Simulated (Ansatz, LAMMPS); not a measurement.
## Finding the fault: liquid SiO0.5 at 3700 K (79 atoms)

Program: Ansatz 0.2.0. The cell: 53 Si and 26 O.

The input, input.yaml:

```yaml
crystal:
  lattice:
    - [11.195, 0.0, 0.0]
    - [0.0, 11.195, 0.0]
    - [0.0, 0.0, 11.195]
  atoms:
    - { symbol: Si, position: [0.38166, 0.659, 0.88332] }
    - { symbol: Si, position: [0.03253, 0.50452, 0.20484] }
    - { symbol: Si, position: [0.23579, 0.0272, 0.89223] }
    - { symbol: Si, position: [0.2751, 0.88219, 0.47533] }
    - { symbol: Si, position: [0.37874, 0.67715, 0.21272] }
    - { symbol: Si, position: [0.43585, 0.93681, 0.93836] }
    - { symbol: Si, position: [0.75244, 0.92585, 0.83849] }
    - { symbol: Si, position: [0.70005, 0.83724, 0.19606] }
    - { symbol: Si, position: [0.16669, 0.06713, 0.44574] }
    - { symbol: Si, position: [0.57744, 0.36455, 0.72249] }
    - { symbol: Si, position: [0.12478, 0.97448, 0.72174] }
    - { symbol: Si, position: [0.13849, 0.33523, 0.17287] }
    - { symbol: Si, position: [0.7122, 0.92295, 0.55457] }
    - { symbol: Si, position: [0.67911, 0.06481, 0.95157] }
    - { symbol: Si, position: [0.72952, 0.59299, 0.64413] }
    - { symbol: Si, position: [0.47326, 0.84493, 0.31816] }
    - { symbol: Si, position: [0.18102, 0.70662, 0.45231] }
    - { symbol: Si, position: [0.23874, 0.41867, 0.67641] }
    [... 55 atom lines left out ...]
    - { symbol: O, position: [0.77545, 0.29722, 0.9141] }
    - { symbol: O, position: [0.41214, 0.90748, 0.4451] }
    - { symbol: O, position: [0.9421, 0.90814, 0.96422] }
    - { symbol: O, position: [0.65392, 0.64518, 0.75962] }
    - { symbol: O, position: [0.99914, 0.62209, 0.30743] }
    - { symbol: O, position: [0.47898, 0.07276, 0.62868] }
kpoints:
  mp_grid: { grid: [1, 1, 1] }
hamiltonian:
  xc: pbe
scf:
  occupations: { method: gaussian, width: 0.05 }
  max_iter: 50
output:
  forces: true
accuracy: "yes please"
```

Launch:

```
ansatz run input.yaml --threads 4 --pin off --max-ram 8192MiB --backend cpu --events-out ev --progress --plain --runs-dir out
```

Log:

```text
Error: YAML parse error: error: line 95 column 1: unknown variant `yes please`, expected one of low, medium, high
  --> <input>:95:1
   |
93 | output:
94 |   forces: true
95 | accuracy: "yes please"
   | ^ unknown variant `yes please`, expected one of low, medium, high
```

Wall time 0.02 s (4 threads of Arm Neoverse V2, shared host); peak memory 0.022 GiB; 0.02 s of CPU time.

What is at fault here, and what would mend it?

A value that the key doesn't take: accuracy = "yes please".

The fix is to take out accuracy.

The program refused it before any cycle.

[Logs are printed without paths, hosts, clocks, repeated set-up lines and the standing remarks that a program may print on its own settings, such as how far it seeks lower states.]

[Hosts, paths, dates, database ids (printed as entryN), source tags and the programs' standing remarks are cut or masked in the printed files.]
